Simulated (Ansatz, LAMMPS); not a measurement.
# Relaxing Al55Cu45 (at. %) with crystalline order left by the classical run (74 atoms), part 2 of 2

Aim: bring Al55Cu45 (at. %) with crystalline order left by the classical run (74 atoms) to a nearby minimum of the energy and see what moves.

Ansatz 0.2.0; Kohn-Sham DFT, PBE, PAW (set soft_2), plane waves.

The cell: 41 Al and 33 Cu. The quench rate of 5 K/ps far exceeds what a furnace or splat quench reaches. The network of bonds at the start is that of the classical potential that made the cell.

So far. Step 4 (Relaxation): The relaxation changed the energy by -56.4 meV/atom, and atoms moved by 0.28 Å r.m.s., 0.54 Å at most.

**6. Single point at the relaxed geometry**

The electronic structure is read at the final geometry, in a run of its own.

input.yaml

```yaml
crystal:
  lattice:
    - [10.23077, 0.0, 0.0]
    - [0.0, 10.23077, 0.0]
    - [0.0, 0.0, 10.23077]
  atoms:
    - { symbol: Al, position: [0.90885, 0.13236, 0.58127] }
    - { symbol: Al, position: [0.86464, 0.29651, 0.78193] }
    - { symbol: Al, position: [0.65656, 0.93181, 0.9288] }
    - { symbol: Al, position: [0.92535, 0.78582, 0.56277] }
    - { symbol: Al, position: [0.87154, 0.95044, 0.77489] }
    - { symbol: Al, position: [0.6071, 0.33248, 0.30123] }
    - { symbol: Al, position: [0.65733, 0.49292, 0.77553] }
    - { symbol: Al, position: [0.69698, 0.74608, 0.70896] }
    - { symbol: Al, position: [0.9802, 0.60595, 0.37237] }
    - { symbol: Al, position: [0.44243, 0.92615, 0.0827] }
    - { symbol: Al, position: [0.23787, 0.45293, 0.04133] }
    - { symbol: Al, position: [0.33295, 0.96006, 0.47451] }
    - { symbol: Al, position: [0.01264, 0.94397, 0.0103] }
    - { symbol: Al, position: [0.19733, 0.61776, 0.23471] }
    - { symbol: Al, position: [0.07638, 0.77655, 0.80347] }
    - { symbol: Al, position: [0.11611, 0.31235, 0.63544] }
    - { symbol: Al, position: [0.13772, 0.15595, 0.43122] }
    - { symbol: Al, position: [0.8074, 0.94761, 0.17016] }
    - { symbol: Al, position: [0.90492, 0.35203, 0.38765] }
    - { symbol: Al, position: [0.31465, 0.7476, 0.64443] }
    - { symbol: Al, position: [0.07978, 0.47906, 0.83482] }
    - { symbol: Al, position: [0.43075, 0.27738, 0.06865] }
    - { symbol: Al, position: [0.17637, 0.96934, 0.25397] }
    - { symbol: Al, position: [0.76357, 0.56042, 0.50867] }
    - { symbol: Al, position: [0.46228, 0.11552, 0.86375] }
    - { symbol: Al, position: [0.09343, 0.09946, 0.79916] }
    - { symbol: Al, position: [0.52453, 0.47033, 0.51813] }
    - { symbol: Al, position: [0.32629, 0.48313, 0.69662] }
    - { symbol: Al, position: [0.82922, 0.5776, 0.17415] }
    - { symbol: Al, position: [0.02925, 0.26376, 0.00237] }
    - { symbol: Al, position: [0.09813, 0.5792, 0.5946] }
    - { symbol: Al, position: [0.39465, 0.76501, 0.30317] }
    - { symbol: Al, position: [0.63033, 0.7475, 0.12622] }
    - { symbol: Al, position: [0.40346, 0.14704, 0.29366] }
    - { symbol: Al, position: [0.50813, 0.92371, 0.68298] }
    - { symbol: Al, position: [0.83392, 0.7269, 0.94591] }
    - { symbol: Al, position: [0.76236, 0.13412, 0.35337] }
    - { symbol: Al, position: [0.54085, 0.14491, 0.52403] }
    - { symbol: Al, position: [0.616, 0.48578, 0.06834] }
    - { symbol: Al, position: [0.58214, 0.93975, 0.33335] }
    - { symbol: Al, position: [0.24175, 0.08474, 0.01725] }
    - { symbol: Cu, position: [0.02532, 0.43106, 0.18244] }
    - { symbol: Cu, position: [0.82816, 0.11365, 0.97329] }
    - { symbol: Cu, position: [0.55301, 0.73508, 0.50006] }
    - { symbol: Cu, position: [0.00256, 0.79152, 0.21023] }
    - { symbol: Cu, position: [0.0552, 0.63671, 0.02115] }
    - { symbol: Cu, position: [0.64439, 0.28647, 0.92815] }
    - { symbol: Cu, position: [0.79987, 0.31171, 0.14544] }
    - { symbol: Cu, position: [0.40989, 0.63515, 0.09401] }
    - { symbol: Cu, position: [0.57973, 0.57893, 0.30106] }
    - { symbol: Cu, position: [0.50112, 0.30802, 0.707] }
    - { symbol: Cu, position: [0.97733, 0.146, 0.21758] }
    - { symbol: Cu, position: [0.22338, 0.82206, 0.06535] }
    - { symbol: Cu, position: [0.85702, 0.469, 0.95551] }
    - { symbol: Cu, position: [0.37159, 0.42134, 0.27255] }
    - { symbol: Cu, position: [0.72618, 0.31476, 0.55651] }
    - { symbol: Cu, position: [0.51087, 0.72343, 0.87266] }
    - { symbol: Cu, position: [0.72549, 0.94499, 0.54421] }
    - { symbol: Cu, position: [0.14263, 0.41154, 0.40316] }
    - { symbol: Cu, position: [0.30649, 0.11765, 0.66264] }
    - { symbol: Cu, position: [0.15579, 0.77835, 0.43038] }
    - { symbol: Cu, position: [0.30023, 0.91227, 0.83386] }
    - { symbol: Cu, position: [0.20112, 0.24754, 0.19833] }
    - { symbol: Cu, position: [0.25954, 0.28775, 0.85104] }
    - { symbol: Cu, position: [0.95357, 0.96765, 0.39332] }
    - { symbol: Cu, position: [0.44645, 0.46586, 0.90259] }
    - { symbol: Cu, position: [0.88486, 0.58706, 0.7334] }
    - { symbol: Cu, position: [0.11062, 0.94968, 0.60906] }
    - { symbol: Cu, position: [0.34142, 0.30449, 0.49939] }
    - { symbol: Cu, position: [0.27261, 0.65313, 0.87779] }
    - { symbol: Cu, position: [0.31999, 0.58381, 0.46307] }
    - { symbol: Cu, position: [0.68534, 0.11719, 0.73831] }
    - { symbol: Cu, position: [0.61476, 0.11597, 0.13589] }
    - { symbol: Cu, position: [0.77501, 0.76048, 0.34368] }
kpoints:
  mp_grid: { grid: [2, 2, 2] }
hamiltonian:
  xc: pbe
scf:
  occupations: { method: fermi_dirac, width: 0.1 }
output:
  forces: true
  stress: true
  populations: true
  dos:
    method: { smearing: { sigma: 0.08 } }
    de: 0.1
    projected: { site_lists: { Al: [Al], Cu: [Cu] } }
  eigenvalues: true
  write_density: true
  write_potential: true
  volumetric_format: npy
  elf: true
```

Run with:

```
$ ansatz run input.yaml --threads 4 --pin off --max-ram 15872MiB --backend cpu --events-out ev --progress --plain --runs-dir out
```

Numbers of over 12 decimals in the logs are rounded to 6 here.

The log of the run:

```text
[...]
Crystal: 74 atoms, lattice volume = 1070.841 Å³
Basis set: ecut = 420 eV, 20863 PW (Γ), exchange–correlation on 144×144×144 points (8 copies of the dense FFT grid, shifted against one another)
Bands: 450, of which v1, the nominal top of the filled ones, is band 375 counted from 1 (374 counted from 0)
Symmetry: 1 space group operations
[...]
k-points: 8
[...]
SCF iter   1: F=—  HF=-240674.135867 eV  |F-HF|=—  |Δ(HF+E_count)|=         —  Δρ=2.54e-3  dr2=1.27e-1  ethr=1.77e-3  ⟨swp⟩=6.0  Hψ=13952  notcnv=0  defer=175
[...]
SCF iter  10: F=-240674.125669 eV  HF=-240674.125669 eV  |F-HF|=2.02e-8  |Δ(HF+E_count)|=   8.50e-8  Δρ=1.35e-6  dr2=3.72e-8  ethr=1.33e-11  ⟨swp⟩=11.4  Hψ=25741  notcnv=0
SCF 1 converged in 10 iterations: F = -240674.125669 eV  dr2 = 3.72e-8
[...]
SCF converged after 10 iterations
Free energy (F): -240674.125669 eV
[...]
Internal energy: -240673.333441 eV  (E = F + TS)
E sigma→0 (E₀):  -240673.729555 eV
Entropy (-TS):   -0.792229 eV (-10.706 meV/atom)
Fermi energy:    11.300021 eV
[...]
--- Forces (eV/Å), atoms counted from 1 ---
  atom   1  Al    -0.00330801    -0.00207959    -0.00319108
  atom   2  Al    -0.01221095     0.00475084     0.02129591
  atom   3  Al     0.00853458     0.01104155    -0.00527011
  atom   4  Al     0.01862828    -0.00640241    -0.00174261
  atom   5  Al    -0.00102166     0.00634270     0.00490792
  atom   6  Al     0.00670550     0.00840977     0.00578437
  atom   7  Al     0.02840031     0.00763193     0.00518632
  atom   8  Al    -0.01393018    -0.04907705     0.01461449
  atom   9  Al     0.00485121     0.01524402    -0.00536595
  atom  10  Al     0.02749344    -0.01352712    -0.00130713
  atom  11  Al    -0.00185913    -0.00451002    -0.00449007
  atom  12  Al    -0.00058066     0.00450991     0.02031546
  atom  13  Al    -0.01567892     0.00199579     0.00272626
  atom  14  Al     0.00544244     0.00143864     0.01044223
[...]
atom  73  Cu    -0.00423724    -0.01054823     0.00162944
  atom  74  Cu    -0.00235142    -0.00245986     0.01185814
  max |Σ_I F_I| component: 1.81e-5 eV/Å
--- Stress (GPa, compression-positive) ---
       -1.245801       0.054253       0.233035
        0.054253      -1.427336       0.732058
        0.233035       0.732058      -1.284324
  P = ⅓ Tr σ = -1.3192 GPa (-13.192 kbar)
--- Band table (eV; the first three rows and the last of 8) ---
[...]
--- Löwdin populations: 74 sites ---
  site symbol       q [e]
     0     Al      3.3039
     1     Al      3.3672
     2     Al      3.2197
[...]
73     Cu     18.3802
  spilling = 0.007188 (of n_electrons = 750.000000)
```

Elapsed: 4 min, on 4 threads of Arm Neoverse V1, shared host; peak memory 8.9 GiB.

Numbers from this run:

```yaml
free_energy: -240674.1257 eV
free_energy_per_atom: -3252.3531 eV/atom
scf_cycles: 10
pressure: -1.319 GPa
r_m_s_force_component: 0.0103 eV/Å
longest_force: 0.05307 eV/Å
fermi_energy: 11.3 eV
levels_partly_filled_by_over_2_per_cent: 78
spilling_of_the_projection: 0.007188
```

Density of states as counts of states in windows of 1 eV (from the Fermi level), total and the larger projections:

```csv
from (eV),to (eV),total,Cu d,Al p,Al s,Cu s
-14,-11,0.0,0.0,0.0,0.0,0.0
-11,-10,4.3,0.0,0.9,2.0,1.4
-10,-9,7.6,0.1,2.8,3.0,1.6
-9,-8,10.7,0.2,4.7,3.8,1.9
-8,-7,17.5,1.0,8.5,5.4,2.4
-7,-6,18.7,2.7,8.7,4.8,2.3
-6,-5,29.1,11.1,10.0,5.0,2.7
-5,-4,92.7,72.9,12.8,3.2,3.3
-4,-3,180.0,163.4,12.1,2.0,1.5
-3,-2,74.9,57.5,11.7,3.1,1.8
-2,-1,25.2,7.7,12.1,2.7,1.5
-1,0,25.0,4.4,11.9,4.6,2.4
0,1,25.5,2.8,10.9,6.0,3.5
1,2,27.2,1.9,13.0,5.3,3.4
2,3,26.5,1.2,11.8,5.0,3.8
```

The curve was stored every 0.10 eV, coarse against its broadening of 0.08 eV, so these counts are rough.

About 264 of the 750 electrons lie in deeper levels, below the stored range.

The levels nearest the highest filled one (over half full), pooled over k-points and spins:

```csv
level less the highest filled one (eV),occupation
-0.0598,1.31
-0.0592,1.31
-0.0332,1.18
-0.0291,1.16
-0.0207,1.12
0,1.02
0.008,0.98
0.0378,0.832
0.0387,0.828
0.0419,0.813
0.0487,0.78
0.0511,0.769
```

Electrostatic potential energy in the ac plane at fractional y = 0.132, with atoms of Al and Cu within 0.2 Å of it. With pseudopotentials it is smooth inside the atoms' cores, unlike the true potential.

Ten even steps from '0' (-40 eV) to '9' (13 eV), each cell a mean:
```
99999766689988899999983000599
99999888899866679999996213799
98778999998667768999999778999
86666899998668768999999999999
76776799999866678974368999999
86666899889988899830016999999
98778986325899999830016999999
99999982001699999963358998788
89999983001799988998899976667
89999997546898766789999867876
89999999999997677679999866776
99877789999997688679999986667
98666679999998666689998998899
98678668999999888899866789999
98666679998778999998667668999
99877899986666899998678768999
79999999976886799998666679987
16999999976776799999877899720
03899999987667898778999999500
15999999999999984103899999620
78999999999999972001699999976
99999877899999984103899999999
99998766679999998768998767999
99998666679999999999985102799
```
Columns run along a (10.2 Å; values clipped at the 3rd and 97th percentile), rows up along c (10.2 Å). Atoms in or near the plane, at fractional coordinates: Al at (0.91, 0.58), Al at (0.46, 0.86), Al at (0.40, 0.29), Al at (0.76, 0.35), Al at (0.54, 0.52), Cu at (0.83, 0.97), Cu at (0.98, 0.22), Cu at (0.31, 0.66), Cu at (0.69, 0.74), Cu at (0.61, 0.14).

Valence density in the ac plane at fractional y = 0.132, with atoms of Al and Cu within 0.2 Å of it. It is the smooth field of the valence electrons, not physical close to the nuclei.

Values in e/Å³, 13 rows by 16 columns, each cell a mean:
```
 0  0  0  0  0  0  0  0  0  0  0  0  5 21  2  0
 0  0  0  0  0  0  0  0  0  0  0  0  0  1  0  0
 0  0  0  0  0  0  0  0  0  0  3  5  0  0  0  0
 0  0  0  0  4  5  0  0  0  0 12 19  1  0  0  0
 0  0  0  0 14 17  1  0  0  0  1  1  0  0  0  0
 0  0  0  0  1  1  0  0  0  0  0  0  0  0  0  0
 0  0  0  0  0  0  0  0  0  0  0  0  0  0  0  0
 0  0  0  0  0  0  0  0  0  0  0  0  0  0  0  0
 0  0  0  0  0  0  0  0  0  0  0  0  0  0  0  0
 5  0  0  0  0  0  0  0  0  0  0  0  0  0  1 13
 7  0  0  0  0  0  0  0  0  7  7  0  0  0  1 16
 0  0  0  0  0  0  0  0  1 12 12  1  0  0  0  0
 0  0  0  0  0  0  0  0  0  0  0  0  2  7  1  0
```
Columns run along a (10.2 Å), rows up along c (10.2 Å). Atoms in or near the plane, at fractional coordinates: Al at (0.91, 0.58), Al at (0.46, 0.86), Al at (0.40, 0.29), Al at (0.76, 0.35), Al at (0.54, 0.52), Cu at (0.83, 0.97), Cu at (0.98, 0.22), Cu at (0.31, 0.66), Cu at (0.69, 0.74), Cu at (0.61, 0.14).

Within 0.4 eV of the Fermi level the largest share is Al p (48 % of the projected weight).

The surroundings of Cu69, picked at random, nearest first, numbered as they follow in the input and with coordinates relative to it.

```csv
atom,x,y,z,distance (Å),bonds
Cu69,0.00,0.00,0.00,0.00,11
Cu59,-2.03,1.10,-0.98,2.51,11
Al27,1.87,1.70,0.19,2.53,12
Cu60,-0.36,-1.91,1.67,2.56,12
Al38,2.04,-1.63,0.25,2.63,13
Cu55,0.31,1.20,-2.32,2.63,13
Al17,-2.08,-1.52,-0.70,2.67,13
Cu51,1.63,0.04,2.12,2.68,12
Al16,-2.31,0.08,1.39,2.69,12
Al34,0.63,-1.61,-2.10,2.73,13
Al28,-0.15,1.83,2.02,2.73,11
Cu71,-0.22,2.86,-0.37,2.89,12
Al6,2.72,0.29,-2.03,3.40,12
Cu63,-1.44,-0.58,-3.08,3.45,11
Al12,-0.09,-3.52,-0.25,3.53,12
```

The column of bonds counts only the pairs Al-Al within 3.38 Å, Al-Cu within 3.38 Å, Cu-Cu within 3.38 Å; other neighbours, such as metal atoms beside each other in a compound, aren't counted, and periodic images can show an atom twice.

**7. Outcome**

* energy change in the relaxation: -56.4 meV/atom
* r.m.s. displacement: 0.276 Å
* largest displacement: 0.535 Å
* free energy per atom: -3252.3531 eV/atom
* pressure: -1.319 GPa
* r.m.s. force component: 0.0103 eV/Å
* wall time of the 3 DFT runs: 16 min

In words: Relaxation lowers the energy by 56.4 meV/atom and moves atoms by 0.28 Å r.m.s.; the r.m.s. force component goes from 0.44 to 0.010 eV/Å. By the final cutoffs 17 of 453 bonded pairs parted and 8 joined. From the first step to the last the energy fell by 4.173 eV, and the largest move was 0.53 Å (Cu57). The Al-Cu bonds change most in mean length: from 2.759 Å (spread 0.204) to 2.697 Å (spread 0.162), and their number from 236 to 229. Counting bonds as in the table, 61 % of Al atoms have 12 and 76 % of Cu atoms have 12 bonded neighbours. 78 levels are partly filled, by over 2 % (on the run's k-points), as in a metal.

What to keep in mind: The starting topology of bonds comes from the classical model; in DFT 17 of its 453 bonded pairs passed out of the cutoffs and 8 came within them.

[Logs are printed without paths, hosts, clocks, repeated set-up lines and the standing remarks that a program may print on its own settings, such as how far it seeks lower states.]

[Hosts, paths, dates, database ids (printed as entryN), source tags and the programs' standing remarks are cut or masked in the printed files.]
